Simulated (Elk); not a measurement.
**Electronic structure of magnetic Cr3PtN**

Aim: the bands and densities of states of Cr3PtN in the lowest state of several starts.

Program: Elk 11.2.3 (patched build). Level of theory: LDA (Perdew-Wang); all-electron APW+lo, Dirac cores, scalar-relativistic bands. Results are calculated unless marked as measured.

## 1. The starting structure

The structure is cubic, space group Pm-3m (No. 221). The conventional cell has a = 3.913 Å, b = 3.913 Å, c = 3.913 Å, α = 90.00°, β = 90.00°, γ = 90.00°. Nearest to Cr lie 2 N at 1.96 Å. Pt has 12 Cr at 2.77 Å nearest. N has 6 Cr at 1.96 Å nearest. Farther neighbours and most contacts between anions are not listed.

The cell comes from a database of computed structures and need not be the stable phase.

## 2. Ground-state run

Bands and densities of states are read from a converged potential, so the magnetic state comes first.

This is the lowest of the starts that converged (ferri ++-).

The last three numbers of an atom's line are a seed field in its sphere. It points against the wanted moment and shrinks by the factor reducebf each loop.

File elk.in:

```
tasks
  0

xctype
  3

rgkmax
  7.5

nempty
  12

swidth
  0.003

reducebf
  0.5

epsengy
  1e-05

maxscl
  100

lmaxi
  2

spinpol
  .true.

sppath
  './'

avec
  7.39522194582 0.00000000000 0.00000000000
  0.00000000000 7.39522194582 0.00000000000
  0.00000000000 0.00000000000 7.39522194582

atoms
  3
  'Cr.in'
  3
  0.5000000000 0.0000000000 0.5000000000   0.000000 0.000000 -0.125000
  0.0000000000 0.5000000000 0.5000000000   0.000000 0.000000 -0.125000
  0.5000000000 0.5000000000 0.0000000000   0.000000 0.000000 0.125000
  'Pt.in'
  1
  0.0000000000 0.0000000000 0.0000000000   0.000000 0.000000 0.000000
  'N.in'
  1
  0.5000000000 0.5000000000 0.5000000000   0.000000 0.000000 0.000000

ngridk
  6 6 6
```

Launch:

```bash
> OMP_NUM_THREADS=4 elk
```

Numbers of over 12 decimals in the logs are rounded to 6 here.

What it wrote:

```text
Warning(gndstate): core states of species 2 leak from the muffin-tin :   0.1535235163E-03

--- INFO.OUT ---
┌─────────────────────────┐
│ Elk code version 11.2.3 │
└─────────────────────────┘

All units are atomic (Hartree, Bohr, etc.)

┌─────────────────────────────────────────────────┐
│ Ground-state run starting from atomic densities │
└─────────────────────────────────────────────────┘

Lattice vectors :
   7.395221946       0.000000000       0.000000000
   0.000000000       7.395221946       0.000000000
   0.000000000       0.000000000       7.395221946

Species : 1 (Cr)
 parameters loaded from : Cr.in
 name : chromium
 nuclear charge    :   -24.00000000
 electronic charge :    24.00000000
 atomic mass :    94783.09202
 muffin-tin radius :    2.084349127
 number of radial points in muffin-tin :    497
 inner part over the whole radius :   0.9963352826E-02
 number on inner part of muffin-tin    :    349
 approximate nuclear radius :   0.6987106690E-04
 number of mesh points to nuclear radius :    166
 atomic positions (lattice), magnetic fields (Cartesian) :
  1 :   0.50000000  0.00000000  0.50000000    0.00000000  0.00000000 -0.12500000
  2 :   0.00000000  0.50000000  0.50000000    0.00000000  0.00000000 -0.12500000
  3 :   0.50000000  0.50000000  0.00000000    0.00000000  0.00000000  0.12500000

Species : 2 (Pt)
 parameters loaded from : Pt.in
 name : platinum
 nuclear charge    :   -78.00000000
 electronic charge :    78.00000000
 atomic mass :    355605.4401
 muffin-tin radius :    2.800000000
 number of radial points in muffin-tin :    697
 inner part over the whole radius :   0.9830782365E-02
 number on inner part of muffin-tin    :    500
 approximate nuclear radius :   0.1029052813E-03
 number of mesh points to nuclear radius :    262
 atomic positions (lattice), magnetic fields (Cartesian) :
  1 :   0.00000000  0.00000000  0.00000000    0.00000000  0.00000000  0.00000000

Species : 3 (N)
 parameters loaded from : N.in
 name : nitrogen
 nuclear charge    :   -7.000000000
 electronic charge :    7.000000000
 atomic mass :    25532.65216
 muffin-tin radius :    1.563261846
 number of radial points in muffin-tin :    297
 inner part over the whole radius :   0.9871562954E-02
 number on inner part of muffin-tin    :    203
 approximate nuclear radius :   0.4939692610E-04
 number of mesh points to nuclear radius :     86
 atomic positions (lattice), magnetic fields (Cartesian) :
  1 :   0.50000000  0.50000000  0.50000000    0.00000000  0.00000000  0.00000000

Total number of atoms per unit cell :    5
Total muffin-tin volume :    221.7491701
 ratio of muffin-tin to unit cell volume :   0.5482875259

Spin treatment :
 spin-polarised
 global magnetic field (Cartesian) :    0.000000000       0.000000000       0.000000000
 collinear magnetisation in z-direction

Number of Bravais lattice symmetries :   48
Number of crystal symmetries         :   16
Crystal has inversion symmetry
Real symmetric eigensolver will be used

k-point grid :      6     6     6
k-point offset :    0.000000000       0.000000000       0.000000000
k-point set is reduced with full crystal symmetry group
Total number of k-points :       40

Muffin-tin radius times maximum |G+k| :    7.500000000
 using average radius
Maximum |G+k| for APW functions       :    3.532301028
Maximum (1/2)|G+k|²                   :    6.238575277
Maximum |G| for potential and density :    12.00000000
Constant for pseudocharge density :    8
 order of it for each species :   15  15  15
 order of it for pair densities of each species (exact exchange by exxq0 0: 15) :   11  15   5
Radial integration step length :    1

G-vector grid sizes :     30    30    30
Number of G-vectors :    11753

Maximum angular momentum used for
 APW functions            :    8
 outer part of muffin-tin :    6
 inner part of muffin-tin :    2

Number of empty states         :     60
Total number of valence states :    198
Total number of core states    :     80

Third-order local-orbitals added for an l without core states : T
Total number of local-orbitals :    115

Exchange-correlation functional :      3     0     0
 Perdew-Wang/Ceperley-Alder, Phys. Rev. B 45, 13244 (1992)
 gradient requirement :    0
 local density approximation (LDA)

Smearing type :    3
 Fermi-Dirac
Smearing width :   0.3000000000E-02
Effective electronic temperature (K) :    947.3250744

Mixing type :    3
 Broyden mixing, J. Phys. A: Math. Gen. 17, L317 (1984)

Kohn-Sham potential initialised from atomic data

┌──────────────────────────────┐
│ Self-consistent loop started │
└──────────────────────────────┘

┌─────────────────┐
│ Loop number : 1 │
└─────────────────┘

Energies :
 Fermi                       :     0.302717
 sum of occupied eigenvalues :     -13184.268478584
 electron kinetic            :      24301.065664871
 core electron kinetic       :      23187.788219317
 Coulomb                     :     -45447.196531648
 Coulomb potential           :     -36864.765997731
 nuclear-nuclear             :     -2152.2332973167
 electron-nuclear            :     -49776.671828594
 Hartree                     :      6481.7085942629
 Madelung                    :     -27014.813532783
 xc potential                :     -620.38085868770
 xc effective B-field        :    -0.126104
 external B-field            :      0.000000
 exchange                    :     -477.29994275988
 correlation                 :     -14.625278396139
 electron entropic           :    -0.35866719159414E-02
 total energy                :     -21638.059674605
 (external B-field energy excluded from total)

Density of states at Fermi energy :    120.1763057
 (states/Hartree/unit cell)

Estimated indirect band gap :   0.4116168216E-03
 from k-point 39 to k-point 8
Estimated direct band gap   :   0.2759503336E-02
 at k-point 8

Charges :
 core                        :    80.00000000
 valence                     :    77.00000000
 interstitial                :    8.123295991
 muffin-tins (core leakage)
  species : 1 (Cr)
   atom 1                    :    21.34111044     ( -0.3448063479E-05)
   atom 2                    :    21.34111044     ( -0.3448063479E-05)
   atom 3                    :    21.44386964     ( -0.3448063479E-05)
  species : 2 (Pt)
   atom 1                    :    77.75023500     (  0.1777876563E-03)
  species : 3 (N)
   atom 1                    :    7.000378492     ( -0.1800343870E-05)
 total in muffin-tins        :    148.8767040
 total calculated charge     :    156.9986088
 total charge                :    157.0000000
 error                       :   0.1391171361E-02

Moments :
 interstitial                :   0.1333320739
 muffin-tins
  species : 1 (Cr)
   atom 1                    :    1.386551683
   atom 2                    :    1.386551683
   atom 3                    :   -1.561292414
  species : 2 (Pt)
   atom 1                    :   0.1352802101E-01
  species : 3 (N)
   atom 1                    :  -0.3261356767E-02
 total in muffin-tins        :    1.222077616
 total moment                :    1.355409690

[... earlier loops left out ...]

┌──────────────────┐
│ Loop number : 32 │
└──────────────────┘

Energies :
 Fermi                       :     0.386265
 sum of occupied eigenvalues :     -13177.500985335
 electron kinetic            :      24326.526972324
 core electron kinetic       :      23189.230544338
 Coulomb                     :     -45470.434310503
 Coulomb potential           :     -36849.365488201
 nuclear-nuclear             :     -2152.2332973167
 electron-nuclear            :     -49839.781426329
 Hartree                     :      6521.5804131429
 Madelung                    :     -27045.751566403
 xc potential                :     -654.55350238620
 xc effective B-field        :    -0.108967
 external B-field            :      0.000000
 exchange                    :     -478.95182880347
 correlation                 :     -14.675127113573
 electron entropic           :    -0.39801509173864E-02
 total energy                :     -21637.538274247
 (external B-field energy excluded from total)

Density of states at Fermi energy :    132.2467772
 (states/Hartree/unit cell)

Estimated indirect band gap :   0.1246917442E-03
 from k-point 23 to k-point 7
Estimated direct band gap   :   0.3111449494E-02
 at k-point 13

Charges :
 core                        :    80.00000000
 valence                     :    77.00000000
 interstitial                :    7.294925638
 muffin-tins (core leakage)
  species : 1 (Cr)
   atom 1                    :    22.04324428     ( -0.3448133340E-05)
   atom 2                    :    22.04324428     ( -0.3448133340E-05)
   atom 3                    :    22.04327610     ( -0.3448132693E-05)
  species : 2 (Pt)
   atom 1                    :    77.64651096     (  0.1535235163E-03)
  species : 3 (N)
   atom 1                    :    5.928798740     ( -0.1757688238E-05)
 total in muffin-tins        :    149.7050744
 total calculated charge     :    156.9987320
 total charge                :    157.0000000
 error                       :   0.1268026122E-02

Moments :
 interstitial                :   0.7036969457E-01
 muffin-tins
  species : 1 (Cr)
   atom 1                    :    1.192345721
   atom 2                    :    1.192345721
   atom 3                    :   -1.592912415
  species : 2 (Pt)
   atom 1                    :   0.3730970525E-01
  species : 3 (N)
   atom 1                    :  -0.8975343100E-02
 total in muffin-tins        :   0.8201133885
 total moment                :   0.8904830831

┌──────────────────────────────┐
│ Self-consistent loop stopped │
└──────────────────────────────┘

Warning : core states of species 2 leak from the muffin-tin :   0.1535235163E-03

Wrote STATE.OUT
```

It took 4.1 min on 4 threads of Arm Neoverse V2, shared host; peak memory 0.42 GiB.

Spin moment in the muffin-tin sphere by atom:

```
atom  spin moment in the muffin-tin sphere (μB)
 Cr1                                       1.19
 Cr2                                       1.19
 Cr3                                      -1.59
 Pt4                                       0.04
  N5                                      -0.01
```

Read from the output:

```
density of states at the Fermi level : 4.860 states/eV/cell
moment between the spheres           : 0.07037 μB
magnetization                        : 0.8905 μB
final state                          : ferrimagnetic
```

## 3. Levels along a path and on the mesh

The potential is kept. Point names follow a standard table for this cell's lattice and can differ from other conventions. The density of states is interpolated from the levels on the mesh (so its value at the Fermi level can differ from the smeared one of the ground-state run), and the bands are solved anew along a path of special points.

File elk.in:

```
tasks
  10
  20
  15

xctype
  3

rgkmax
  7.5

nempty
  12

swidth
  0.003

reducebf
  0.5

epsengy
  1e-05

maxscl
  100

lmaxi
  2

spinpol
  .true.

sppath
  './'

avec
  7.39522194582 0.00000000000 0.00000000000
  0.00000000000 7.39522194582 0.00000000000
  0.00000000000 0.00000000000 7.39522194582

atoms
  3
  'Cr.in'
  3
  0.5000000000 0.0000000000 0.5000000000   0.000000 0.000000 -0.000125
  0.0000000000 0.5000000000 0.5000000000   0.000000 0.000000 -0.000125
  0.5000000000 0.5000000000 0.0000000000   0.000000 0.000000 0.000125
  'Pt.in'
  1
  0.0000000000 0.0000000000 0.0000000000   0.000000 0.000000 0.000000
  'N.in'
  1
  0.5000000000 0.5000000000 0.5000000000   0.000000 0.000000 0.000000

ngridk
  6 6 6

wplot
  300 60 1
  -0.35000 0.25000

plot1d
  7 84
  0.00000000 0.00000000 0.00000000
  0.00000000 0.50000000 0.00000000
  0.50000000 0.50000000 0.00000000
  0.00000000 0.00000000 0.00000000
  0.00000000 0.00000000 0.50000000
  0.00000000 0.50000000 0.50000000
  0.50000000 0.50000000 0.50000000
```

Launch:

```bash
> OMP_NUM_THREADS=4 elk
```

What it wrote:

```text
┌─────────────────────────────────┐
│ Elk code version 11.2.3 started │
└─────────────────────────────────┘

┌───────────────────┐
│ Current task : 10 │
└───────────────────┘
Info(checkmt): changed muffin-tin radius of species 1 (Cr) from   2.4000 to   2.0843
Info(checkmt): changed muffin-tin radius of species 3 (N) from   1.8000 to   1.5633

Info(writedos):
 Total density of states written to TDOS.OUT

 Partial density of states written to PDOS_Sss_Aaaaa.OUT
 for all species and atoms

 Spin-quantisation axis :    0.000000000       0.000000000       1.000000000

 Eigenvalues of a random matrix symmetrised with the site
 symmetries in the Yₗₘ basis written to ELMIREP.OUT for all
 species and atoms. Degenerate eigenvalues correspond to
 irreducible representations of each site symmetry group

 Interstitial density of states written to IDOS.OUT

 Fermi energy is at zero in plots

 DOS units are states/Hartree/unit cell

┌───────────────────┐
│ Current task : 20 │
└───────────────────┘

Info(bandstr):
 Band structure plot written to BAND.OUT

 Fermi energy is at zero in plot

 Vertex location lines written to BANDLINES.OUT

┌───────────────────┐
│ Current task : 15 │
└───────────────────┘

Info(writelsj):
 muffin-tin L, S and J expectation values written to LSJ.OUT

┌──────────────────┐
│ Elk code stopped │
└──────────────────┘
```

Elapsed: 44 s, on 4 threads; peak memory 0.42 GiB.

Electronic bands along the path, in eV, zero at the Fermi level; # counts the bands kept:

```
          point  up #15  up #16  up #17  up #18  down #14  down #15  down #16  down #17
              Γ    0.41    0.79    0.96    0.96      0.09      0.80      0.86      1.04
0.46 of the way    0.00    0.12    0.69    0.85      0.00      0.08      0.41      0.82
              X    0.00    0.27    0.35    0.43     -0.83      0.03      0.22      0.23
0.46 of the way   -0.65    0.18    0.51    0.61     -0.69     -0.06     -0.04      0.09
              M   -0.24    0.00    0.33    0.33     -0.82     -0.74     -0.40     -0.40
        halfway   -0.57   -0.14    0.30    0.50     -0.43      0.00      0.37      0.46
              Γ    0.41    0.79    0.96    0.96      0.09      0.80      0.86      1.04
0.54 of the way   -0.14   -0.04   -0.04    0.09     -0.19      0.37      0.61      0.61
              Z   -0.41   -0.41   -0.32    0.02     -0.10      0.11      0.52      0.52
0.46 of the way   -0.50   -0.37   -0.26    0.44     -0.67     -0.58      0.41      0.48
              R   -0.70   -0.65   -0.60    0.32     -0.83      0.07      0.07      0.22
0.46 of the way   -0.91   -0.09   -0.06    0.30     -0.82     -0.44      0.46      0.57
              A   -0.22    0.31    0.39    0.39     -0.26     -0.12      0.60      0.60
```

The density of states has structure finer than the step of the table below, so its rows give means over 0.5 eV, whole bins alone (the curve runs from -9.52 to 6.75 eV). Peaks (eV: height): up -4.19: 4.81, -3.48: 4.11, 0.87: 4.39, 1.31: 5.21; down -4.14: 4.70, -3.43: 4.21, 0.76: 4.40, 1.47: 5.04; Cr1 d up -0.60: 1.23, -0.16: 1.07, 0.93: 1.13, 1.31: 1.03; Cr1 d down 0.11: 0.821, 0.49: 1.17, 0.76: 1.19, 1.47: 1.78; Pt4 d up -4.19: 2.86, -3.48: 2.59, -1.52: 0.614.

Table of density of states by energy, zero at the Fermi level; means over each step; 7 of 8 lines; values in states/eV/cell:

```
energy (eV)      up     down  Cr1 d up  Cr1 d down  Pt4 d up  Pt4 d down  N5 p up
       -8.5       0        0         0           0         0           0        0
       -8.0  0.0297  0.00975   0.00244      5.6e-4   0.00136      4.5e-4  0.00963
       -7.5    1.33     1.12    0.0795      0.0519    0.0339      0.0296    0.420
       -7.0    1.64     1.81    0.0788      0.0722    0.0364      0.0401    0.446
       -6.5   0.680    0.664    0.0434      0.0337    0.0314      0.0303    0.234
       -6.0    1.26     1.19    0.0788      0.0530    0.0656      0.0619    0.429
       -5.5    1.55     1.45     0.105      0.0642     0.170       0.141    0.426
       -5.0    1.57     1.61     0.121      0.0933     0.233       0.226    0.150
       -4.5    1.63     1.41     0.111      0.0638     0.866       0.673   0.0434
       -4.0    4.22     4.26     0.269       0.188      2.53        2.61    0.107
       -3.5    2.91     3.10     0.152       0.123      1.82        1.97    0.140
       -3.0    1.21     1.35    0.0754      0.0514     0.748       0.887   0.0310
       -2.5    1.25    0.866     0.236      0.0750     0.165       0.146   0.0175
       -2.0    1.96     1.69     0.462       0.182     0.222       0.160   0.0155
       -1.5    3.39     3.11     0.807       0.402     0.471       0.429   0.0268
       -1.0    2.62     2.46     0.738       0.325     0.292       0.290   0.0146
       -0.5    3.13     2.90      1.02       0.456     0.282       0.241   0.0350
        0.0    2.74     2.55     0.817       0.588     0.264       0.191   0.0689
        0.5    2.95     3.15     0.841       0.855     0.295       0.323   0.0481
        1.0    3.77     3.22     0.894       0.943     0.274       0.300   0.0400
        1.5    2.99     4.20     0.548        1.49     0.214       0.249   0.0552
        2.0    2.28     2.55     0.294       0.875    0.0380      0.0516    0.140
        2.5   0.895     1.19     0.120       0.396    0.0291      0.0306   0.0755
        3.0   0.380    0.377    0.0535       0.102    0.0165      0.0184   0.0259
        3.5    1.22    0.898     0.219       0.181    0.0369      0.0317    0.130
        4.0   0.635    0.938     0.112       0.192    0.0135      0.0216   0.0679
        4.5    1.48     1.25     0.209       0.242    0.0313      0.0250    0.166
        5.0    1.12     1.22     0.138       0.202    0.0301      0.0285    0.140
        5.5   0.886     1.02    0.0788       0.174    0.0271      0.0301   0.0973
        6.0   0.474    0.561    0.0366      0.0806    0.0160      0.0180   0.0385
```

## 4. What came out

```yaml
state: ferrimagnetic
largest_moment: 1.59 μB
```

**Reading.** Right at the Fermi level (the table gives means over its steps) the density of states is 2.9 states/eV a cell for spin up and 2.7 for spin down. The state is the lowest of the starts that converged. These are Kohn–Sham levels without spin–orbit coupling.

[Logs and program files are shortened in this print: banners, set-up blocks, solver, clock and traceback lines can be left out without a mark of their own.]

[Logs are printed without paths, hosts, clocks, repeated set-up lines and the standing remarks that a program may print on its own settings, such as how far it seeks lower states.]

[Hosts, paths, dates, database ids (printed as entryN), source tags and the programs' standing remarks are cut or masked in the printed files.]

[Where a cell is said to come from a database of computed structures, the database is the Materials Project.]
